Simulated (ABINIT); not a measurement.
**InH (Fm-3m): zone-centre phonons**

Aim: the zone-centre modes of InH (Fm-3m).

Main program and level: ABINIT 10.8.3; DFT PBE, scalar-relativistic, plane waves, PseudoDojo norm-conserving pseudopotentials.

The structure was built from a prototype and need not be the compound's stable phase.

## 1. The structure

It takes space group Fm-3m (No. 225, cubic). The conventional cell has a = 5.400 Å, b = 5.400 Å, c = 5.400 Å, α = 90.00°, β = 90.00°, γ = 90.00°. Nearest to In lie 6 H at 2.70 Å. H has 6 In at 2.70 Å nearest. Farther neighbours are not listed.

## 2. A first look

A first run with smearing and empty bands tells whether the crystal has a gap, which decides between fixed occupations and smearing later on.

probe.abi

```
# ground state
tolvrs 1.0d-08
prtden 1
prtwf 1
prtpot 1

# basis, mesh and filling
ecut 32.0
ngkpt 6 6 6
nshiftk 1
shiftk 0.0 0.0 0.0
istwfk *1
occopt 7
tsmear 0.005
nband 13
nstep 100
diemac 9.0
prtebands 0
prtgsr 0
useylm 1

# cell and atoms
acell 7.21568605 7.21568605 7.21568605
rprim 
    0.0 0.7071067812 0.7071067812
    0.7071067812 0.0 0.7071067812
    0.7071067812 0.7071067812 0.0
ntypat 2
znucl 49 1
natom 2
typat 1 2
xred 
    0.0 0.0 0.0
    0.5 0.5 0.5
pp_dirpath "./pseudo"
pseudos "In.upf, H.upf"
```

Command:

```
$ OMP_NUM_THREADS=1 mpirun -n 2 abinit probe.abi > probe.log
```

Numbers of over 12 decimals in the logs are rounded to 6 here.

probe.abo, the main output file:

```text
[banners, grids, parts of the stress and lines that vanish by symmetry left out]
- input  file    -> probe.abi
- output file    -> probe.abo
- root for input  files -> probei
[...]
Symmetries : space group Fm -3 m (#225); Bravais cF (face-center cubic)
[...]
mpw =        2332          nfft =       64000          nkpt =          16
[...]
== DATASET  1 ==================================================================
[...]
cutoff_energies: {ecut:  32.0, pawecutdg:  -1.0, }
[...]
ETOT  1  -66.760688862547    -6.676E+01 7.948E-01 7.311E+01
 ETOT  2  -66.991587690854    -2.309E-01 3.033E-02 1.363E+01
 ETOT  3  -66.994386549238    -2.799E-03 2.199E-03 1.371E-01
 ETOT  4  -66.994396820640    -1.027E-05 1.652E-03 1.105E-02
 ETOT  5  -66.994397438303    -6.177E-07 3.725E-04 3.771E-04
 ETOT  6  -66.994397482768    -4.446E-08 1.073E-04 3.814E-05
 ETOT  7  -66.994397489007    -6.240E-09 2.906E-05 8.239E-07
 ETOT  8  -66.994397489136    -1.287E-10 7.303E-06 1.361E-08
 ETOT  9  -66.994397489139    -2.970E-12 6.918E-06 1.375E-10
 At SCF step    9       vres2   =  1.38E-10 < tolvrs=  1.00E-08 =>converged.
[...]
sigma(1 1)=  1.45159860E-04  sigma(3 2)=  0.00000000E+00
  sigma(2 2)=  1.45159860E-04  sigma(3 1)=  0.00000000E+00
  sigma(3 3)=  1.45159860E-04  sigma(2 1)=  0.00000000E+00
[...]
convergence: {deltae: -2.970E-12, res2:  1.375E-10, residm:  6.918E-06, diffor: null, }
etotal    :  -6.69943975E+01
[...]
sigma(1 1)=  1.45159860E-04  sigma(3 2)=  0.00000000E+00
  sigma(2 2)=  1.45159860E-04  sigma(3 1)=  0.00000000E+00
  sigma(3 3)=  1.45159860E-04  sigma(2 1)=  0.00000000E+00
[...]
- sigma(1 1)=  4.27075052E+00  sigma(3 2)=  0.00000000E+00
- sigma(2 2)=  4.27075052E+00  sigma(3 1)=  0.00000000E+00
- sigma(3 3)=  4.27075052E+00  sigma(2 1)=  0.00000000E+00
[...]
fcart     -0.0000000000E+00 -0.0000000000E+00 -0.0000000000E+00
           strten      1.4515985966E-04  1.4515985966E-04  1.4515985966E-04
================================================================================

[key lines of the parts left out:]
pressure_GPa:  -4.2708E+00
```

The job ended after 10 s (2 MPI ranks of Arm Neoverse V1, shared host).

Read from the output:

- volume per atom: 19.68 Å³
- pressure: -4.271 GPa
- gap on the k-mesh: 0 eV

No gap opens on this mesh, so smearing is kept; the printed pressure holds the stress of the finite basis too.

## 3. Rough relaxation

The typed start is rough, so a first relaxation with smearing and loose thresholds takes it towards rest cheaply.

prerelax.abi

```
# relaxation
ionmov 2
optcell 2
dilatmx 1.15
chkdilatmx 0
ntime 40
tolmxf 3.0d-04
tolvrs 1.0d-10
prtwf 0
prtden 0
chksymtnons 0

# basis, mesh and filling
ecut 32.0
ecutsm 3.0
ngkpt 6 6 6
nshiftk 1
shiftk 0.0 0.0 0.0
istwfk *1
occopt 7
tsmear 0.005
nband 13
nstep 100
diemac 1000000.0
prtebands 0
prtgsr 0
useylm 1

# cell and atoms
acell 7.21568605 7.21568605 7.21568605
rprim 
    0.0 0.7071067812 0.7071067812
    0.7071067812 0.0 0.7071067812
    0.7071067812 0.7071067812 0.0
ntypat 2
znucl 49 1
natom 2
typat 1 2
xred 
    0.0 0.0 0.0
    0.5 0.5 0.5
pp_dirpath "./pseudo"
pseudos "In.upf, H.upf"
```

Command:

```
$ OMP_NUM_THREADS=1 mpirun -n 2 abinit prerelax.abi > prerelax.log
```

prerelax.abo, the main output file:

```text
[banners, grids, parts of the stress and lines that vanish by symmetry left out]
- input  file    -> prerelax.abi
- output file    -> prerelax.abo
- root for input  files -> prerelaxi
[...]
Symmetries : space group Fm -3 m (#225); Bravais cF (face-center cubic)
[...]
mpw =        3515          nfft =       91125          nkpt =          16
[...]
== DATASET  1 ==================================================================
[...]
cutoff_energies: {ecut:  32.0, pawecutdg:  -1.0, }
[...]
ETOT  1  -66.765489818365    -6.677E+01 1.082E+00 9.023E+01
 ETOT  2  -66.992729411959    -2.272E-01 2.023E-02 7.833E+00
 ETOT  3  -66.993967559298    -1.238E-03 2.342E-03 2.310E-01
 ETOT  4  -66.993979459131    -1.190E-05 1.238E-03 1.535E-02
 ETOT  5  -66.993980147341    -6.882E-07 2.619E-04 5.422E-04
[...]
At SCF step    9       vres2   =  8.31E-11 < tolvrs=  1.00E-10 =>converged.
[...]
ETOT  8  -66.998656128172    -1.350E-12 6.122E-08 6.441E-11
 At SCF step    8       vres2   =  6.44E-11 < tolvrs=  1.00E-10 =>converged.
[...]
sigma(1 1)=  1.77520630E-06  sigma(3 2)=  0.00000000E+00
  sigma(2 2)=  1.77520630E-06  sigma(3 1)=  0.00000000E+00
  sigma(3 3)=  1.77520630E-06  sigma(2 1)=  0.00000000E+00
[...]
convergence: {deltae: -1.350E-12, res2:  6.441E-11, residm:  6.122E-08, diffor: null, }
etotal    :  -6.69986561E+01
[...]
At Broyd/MD step   7, gradients are converged :
[...]
sigma(1 1)=  1.77520630E-06  sigma(3 2)=  0.00000000E+00
  sigma(2 2)=  1.77520630E-06  sigma(3 1)=  0.00000000E+00
  sigma(3 3)=  1.77520630E-06  sigma(2 1)=  0.00000000E+00
[...]
- sigma(1 1)=  5.22283727E-02  sigma(3 2)=  0.00000000E+00
- sigma(2 2)=  5.22283727E-02  sigma(3 1)=  0.00000000E+00
- sigma(3 3)=  5.22283727E-02  sigma(2 1)=  0.00000000E+00
[...]
fcart     -0.0000000000E+00 -0.0000000000E+00 -0.0000000000E+00
           strten      1.7752063047E-06  1.7752063047E-06  1.7752063047E-06
================================================================================

[key lines of the parts left out:]
pressure_GPa:  -5.2228E-02
Total energy (etotal) [Ha]= -6.69986561281716E+01
```

The job ended after 94 s (2 MPI ranks; 3.1 min of CPU time).

Step by step:

```
step  energy less that of the first step (eV)  largest force (eV/Å)  volume (Å³)
   1                                   0.0000                0.0000        39.37
   2                                  -0.0115                0.0000        38.89
   3                                   0.2625                0.0000        23.86
   4                                  -0.0937                0.0000        35.06
   5                                  -0.1195                0.0000        33.12
   6                                  -0.1267                0.0000        31.16
   7                                  -0.1272                0.0000        31.59
```

```
conventional cell, symmetrised  before  after   change
                         a (Å)   5.400  5.018   -7.1 %
                         b (Å)   5.400  5.018   -7.1 %
                         c (Å)   5.400  5.018   -7.1 %
              volume (Å³/atom)   19.68  15.80  -19.7 %
```

The relaxed structure:

```xyz
2
Lattice="0.0000 2.5092 2.5092 2.5092 0.0000 2.5092 2.5092 2.5092 0.0000" Properties=species:S:1:pos:R:3 pbc="T T T"
In    0.0000    0.0000    0.0000
H     2.5092    2.5092    2.5092
```

Numbers from this step:

```yaml
volume_per_atom: 15.80 Å³
pressure: -0.05223 GPa
```

The volume changes by -19.7 % in this run and stands -19.7 % from the first cell.

## 4. Rough relaxation

The cell changed much, so the rough relaxation is repeated on a basis made for the new cell.

Edit prerelax.abi of step 3 so:

```diff
@@ -29,3 +29,3 @@
 # cell and atoms
-acell 7.21568605 7.21568605 7.21568605
+acell 6.705661295 6.705661295 6.705661295
 rprim
```

prerelax.abo, the main output file:

```text
[banners, grids, parts of the stress and lines that vanish by symmetry left out]
- input  file    -> prerelax.abi
- output file    -> prerelax.abo
- root for input  files -> prerelaxi
[...]
Symmetries : space group Fm -3 m (#225); Bravais cF (face-center cubic)
[...]
mpw =        2824          nfft =       64000          nkpt =          16
[...]
== DATASET  1 ==================================================================
[...]
cutoff_energies: {ecut:  32.0, pawecutdg:  -1.0, }
[...]
ETOT  1  -66.849040093728    -6.685E+01 6.784E-01 5.157E+01
 ETOT  2  -66.997975321194    -1.489E-01 7.367E-03 3.303E+00
 ETOT  3  -66.998645959506    -6.706E-04 2.053E-03 9.692E-02
 ETOT  4  -66.998655787163    -9.828E-06 2.145E-03 4.311E-03
 ETOT  5  -66.998656094577    -3.074E-07 7.027E-04 1.803E-04
 ETOT  6  -66.998656114263    -1.969E-08 2.497E-04 3.329E-05
 ETOT  7  -66.998656117503    -3.240E-09 8.637E-05 2.625E-06
 ETOT  8  -66.998656117776    -2.728E-10 2.780E-05 8.928E-10
 ETOT  9  -66.998656117776    -8.527E-14 1.083E-05 1.961E-11
 At SCF step    9       vres2   =  1.96E-11 < tolvrs=  1.00E-10 =>converged.
[...]
sigma(1 1)=  1.77551313E-06  sigma(3 2)=  0.00000000E+00
  sigma(2 2)=  1.77551313E-06  sigma(3 1)=  0.00000000E+00
  sigma(3 3)=  1.77551313E-06  sigma(2 1)=  0.00000000E+00
[...]
convergence: {deltae: -8.527E-14, res2:  1.961E-11, residm:  1.083E-05, diffor: null, }
etotal    :  -6.69986561E+01
[...]
At Broyd/MD step   1, gradients are converged :
[...]
sigma(1 1)=  1.77551313E-06  sigma(3 2)=  0.00000000E+00
  sigma(2 2)=  1.77551313E-06  sigma(3 1)=  0.00000000E+00
  sigma(3 3)=  1.77551313E-06  sigma(2 1)=  0.00000000E+00
[...]
- sigma(1 1)=  5.22373999E-02  sigma(3 2)=  0.00000000E+00
- sigma(2 2)=  5.22373999E-02  sigma(3 1)=  0.00000000E+00
- sigma(3 3)=  5.22373999E-02  sigma(2 1)=  0.00000000E+00
[...]
fcart     -0.0000000000E+00 -0.0000000000E+00 -0.0000000000E+00
           strten      1.7755131339E-06  1.7755131339E-06  1.7755131339E-06
================================================================================

[key lines of the parts left out:]
pressure_GPa:  -5.2237E-02
Total energy (etotal) [Ha]= -6.69986561177760E+01
```

The job ended after 11 s (2 MPI ranks).

Little changed from the start: no atom moved by 0.005 Å and no cell edge by 0.1 %.

Read from the output:

```
pressure : -0.05224 GPa
```

The volume changes by +0.0 % in this run and stands -19.7 % from the first cell.

## 5. Relaxation

The harmonic expansion needs vanishing forces, and a free crystal bears no stress, so cell and atoms are brought to rest. Stress is more sensitive to the basis than forces are: the last 3 Ha under the cutoff are smoothed with ecutsm, and the cutoff is raised above that of the later runs.

relax.abi, as its differences from prerelax.abi of step 4:

```diff
@@ -3,7 +3,6 @@
 optcell 2
-dilatmx 1.15
-chkdilatmx 0
+dilatmx 1.08
 ntime 40
-tolmxf 3.0d-04
-tolvrs 1.0d-10
+tolmxf 1.0d-05
+tolvrs 1.0d-14
 prtwf 0
@@ -13,5 +12,5 @@
 # basis, mesh and filling
-ecut 32.0
+ecut 40.0
 ecutsm 3.0
-ngkpt 6 6 6
+ngkpt 10 10 10
 nshiftk 1
@@ -19,4 +18,4 @@
 istwfk *1
-occopt 7
-tsmear 0.005
+occopt 3
+tsmear 0.01
 nband 13
```

Command:

```
$ OMP_NUM_THREADS=1 mpirun -n 2 abinit relax.abi > relax.log
```

relax.abo, the main output file:

```text
[banners, grids, parts of the stress and lines that vanish by symmetry left out]
- input  file    -> relax.abi
- output file    -> relax.abo
- root for input  files -> relaxi
[...]
Symmetries : space group Fm -3 m (#225); Bravais cF (face-center cubic)
[...]
mpw =        3287          nfft =       91125          nkpt =          47
[...]
== DATASET  1 ==================================================================
[...]
cutoff_energies: {ecut:  40.0, pawecutdg:  -1.0, }
[...]
ETOT  1  -66.824765184992    -6.682E+01 7.742E-01 7.246E+01
 ETOT  2  -67.001456698348    -1.767E-01 1.643E-02 4.391E+00
 ETOT  3  -67.002051809400    -5.951E-04 2.448E-02 9.029E-02
 ETOT  4  -67.002061135221    -9.326E-06 4.887E-03 2.074E-02
 ETOT  5  -67.002062266425    -1.131E-06 1.702E-03 1.928E-03
[...]
At SCF step   12       vres2   =  2.19E-15 < tolvrs=  1.00E-14 =>converged.
[...]
sigma(1 1)= -1.41468899E-05  sigma(3 2)=  0.00000000E+00
  sigma(2 2)= -1.41468899E-05  sigma(3 1)=  0.00000000E+00
  sigma(3 3)= -1.41468899E-05  sigma(2 1)=  0.00000000E+00
[...]
convergence: {deltae:  2.828E-12, res2:  2.194E-15, residm:  4.739E-05, diffor: null, }
etotal    :  -6.70020624E+01
[...]
ETOT  1  -67.002054041951    -6.700E+01 2.718E-05 1.771E-01
[...]
At SCF step    9       vres2   =  2.18E-15 < tolvrs=  1.00E-14 =>converged.
[...]
sigma(1 1)= -1.26728964E-05  sigma(3 2)=  0.00000000E+00
  sigma(2 2)= -1.26728964E-05  sigma(3 1)=  0.00000000E+00
  sigma(3 3)= -1.26728964E-05  sigma(2 1)=  0.00000000E+00
[...]
convergence: {deltae:  3.283E-12, res2:  2.181E-15, residm:  8.561E-06, diffor: null, }
etotal    :  -6.70020661E+01
[...]
ETOT  1  -67.001147627400    -6.700E+01 9.798E-06 1.359E+01
[...]
At SCF step   10       vres2   =  2.52E-15 < tolvrs=  1.00E-14 =>converged.
[...]
sigma(1 1)= -2.71973495E-07  sigma(3 2)=  0.00000000E+00
  sigma(2 2)= -2.71973495E-07  sigma(3 1)=  0.00000000E+00
  sigma(3 3)= -2.71973495E-07  sigma(2 1)=  0.00000000E+00
[...]
convergence: {deltae: -4.405E-13, res2:  2.515E-15, residm:  1.992E-07, diffor: null, }
etotal    :  -6.70020813E+01
[...]
ETOT  1  -67.002080816281    -6.700E+01 2.641E-07 6.594E-03
[...]
ETOT  7  -67.002081266395     2.942E-12 3.469E-07 2.436E-12
 ETOT  8  -67.002081266397    -1.933E-12 2.134E-07 9.521E-15
 At SCF step    8       vres2   =  9.52E-15 < tolvrs=  1.00E-14 =>converged.
[...]
sigma(1 1)= -5.46840090E-09  sigma(3 2)=  0.00000000E+00
  sigma(2 2)= -5.46840091E-09  sigma(3 1)=  0.00000000E+00
  sigma(3 3)= -5.46840091E-09  sigma(2 1)=  0.00000000E+00
[...]
convergence: {deltae: -1.933E-12, res2:  9.521E-15, residm:  2.134E-07, diffor: null, }
etotal    :  -6.70020813E+01
[...]
At Broyd/MD step   4, gradients are converged :
[...]
sigma(1 1)= -5.46840090E-09  sigma(3 2)=  0.00000000E+00
  sigma(2 2)= -5.46840091E-09  sigma(3 1)=  0.00000000E+00
  sigma(3 3)= -5.46840091E-09  sigma(2 1)=  0.00000000E+00
[...]
- sigma(1 1)= -1.60885909E-04  sigma(3 2)=  0.00000000E+00
- sigma(2 2)= -1.60885909E-04  sigma(3 1)=  0.00000000E+00
- sigma(3 3)= -1.60885909E-04  sigma(2 1)=  0.00000000E+00
[...]
fcart     -0.0000000000E+00 -0.0000000000E+00 -0.0000000000E+00
           strten     -5.4684009048E-09 -5.4684009057E-09 -5.4684009057E-09
================================================================================

[key lines of the parts left out:]
pressure_GPa:   1.6089E-04
Total energy (etotal) [Ha]= -6.70020812663965E+01
```

The job ended after 2.7 min (2 MPI ranks; 5.3 min of CPU time).

Relaxation path:

```
step  energy less that of the first step (eV)  largest force (eV/Å)  volume (Å³)
   1                                   0.0000                0.0000        31.59
   2                                  -0.0001                0.0000        31.63
   3                                  -0.0005                0.0000        31.99
   4                                  -0.0005                0.0000        31.99
```

```
conventional cell, symmetrised  before  after  change
                         a (Å)   5.018  5.039  +0.4 %
                         b (Å)   5.018  5.039  +0.4 %
                         c (Å)   5.018  5.039  +0.4 %
              volume (Å³/atom)   15.80  16.00  +1.3 %
```

The relaxed structure:

```xyz
2
Lattice="0.0000 2.5197 2.5197 2.5197 0.0000 2.5197 2.5197 2.5197 0.0000" Properties=species:S:1:pos:R:3 pbc="T T T"
In    0.0000    0.0000    0.0000
H     2.5197    2.5197    2.5197
```

Read from the output:

- volume per atom: 16.00 Å³
- pressure: 1.61e-4 GPa

The volume changes by +1.3 % in this run and stands -18.7 % from the first cell.

## 6. Ground state

The response is built on these wavefunctions, so the potential is converged far more tightly than an energy would need. Smearing stays on, as the first look found no gap above 0.3 eV.

gs.abi

```
# ground state
tolvrs 1.0d-16
prtden 1
prtwf 1
prtpot 1

# basis, mesh and filling
ecut 32.0
ngkpt 12 12 12
nshiftk 1
shiftk 0.0 0.0 0.0
istwfk *1
occopt 3
tsmear 0.01
nband 13
nstep 100
diemac 1000000.0
prtebands 0
prtgsr 0
useylm 1

# cell and atoms
acell 6.733827423 6.733827423 6.733827423
rprim 
    0.0 0.7071067812 0.7071067812
    0.7071067812 0.0 0.7071067812
    0.7071067812 0.7071067812 0.0
ntypat 2
znucl 49 1
natom 2
typat 1 2
xred 
    0.0 0.0 0.0
    0.5 0.5 0.5
pp_dirpath "./pseudo"
pseudos "In.upf, H.upf"
```

Command:

```
$ OMP_NUM_THREADS=1 mpirun -n 2 abinit gs.abi > gs.log
```

gs.abo, the main output file:

```text
[banners, grids, parts of the stress and lines that vanish by symmetry left out]
- input  file    -> gs.abi
- output file    -> gs.abo
- root for input  files -> gsi
[...]
Symmetries : space group Fm -3 m (#225); Bravais cF (face-center cubic)
[...]
mpw =        1893          nfft =       46656          nkpt =          72
[...]
== DATASET  1 ==================================================================
[...]
cutoff_energies: {ecut:  32.0, pawecutdg:  -1.0, }
[...]
ETOT  1  -66.833413265204    -6.683E+01 7.501E-01 3.858E+01
 ETOT  2  -67.001294036103    -1.679E-01 3.687E-02 2.246E+00
 ETOT  3  -67.001917013331    -6.230E-04 5.772E-03 3.576E-02
 ETOT  4  -67.001923819267    -6.806E-06 7.371E-03 7.573E-03
 ETOT  5  -67.001924608358    -7.891E-07 1.224E-03 7.257E-04
[...]
ETOT 12  -67.001924741412     9.663E-13 4.112E-05 2.381E-16
 ETOT 13  -67.001924741410     1.336E-12 1.191E-05 8.419E-18
 At SCF step   13       vres2   =  8.42E-18 < tolvrs=  1.00E-16 =>converged.
[...]
sigma(1 1)=  1.67128603E-05  sigma(3 2)=  0.00000000E+00
  sigma(2 2)=  1.67128603E-05  sigma(3 1)=  0.00000000E+00
  sigma(3 3)=  1.67128603E-05  sigma(2 1)=  0.00000000E+00
[...]
convergence: {deltae:  1.336E-12, res2:  8.419E-18, residm:  1.191E-05, diffor: null, }
etotal    :  -6.70019247E+01
[...]
sigma(1 1)=  1.67128603E-05  sigma(3 2)=  0.00000000E+00
  sigma(2 2)=  1.67128603E-05  sigma(3 1)=  0.00000000E+00
  sigma(3 3)=  1.67128603E-05  sigma(2 1)=  0.00000000E+00
[...]
- sigma(1 1)=  4.91709326E-01  sigma(3 2)=  0.00000000E+00
- sigma(2 2)=  4.91709326E-01  sigma(3 1)=  0.00000000E+00
- sigma(3 3)=  4.91709326E-01  sigma(2 1)=  0.00000000E+00
[...]
fcart     -0.0000000000E+00 -0.0000000000E+00 -0.0000000000E+00
           strten      1.6712860294E-05  1.6712860294E-05  1.6712860294E-05
================================================================================

[key lines of the parts left out:]
pressure_GPa:  -4.9171E-01
```

It took 38 s on 2 MPI ranks; 75 s of CPU time.

Numbers from this step:

```yaml
pressure: -0.4917 GPa
```

The cell stands at -0.49 GPa: the relaxation ran with a smoothed and higher cutoff and on another k mesh.

(Continued in part 2 of 3.)

[Host names and launcher messages were left out of these logs when they were recorded.]

[Logs are printed without paths, hosts, clocks, repeated set-up lines and the standing remarks that a program may print on its own settings, such as how far it seeks lower states.]

[Hosts, paths, dates, database ids (printed as entryN), source tags and the programs' standing remarks are cut or masked in the printed files.]
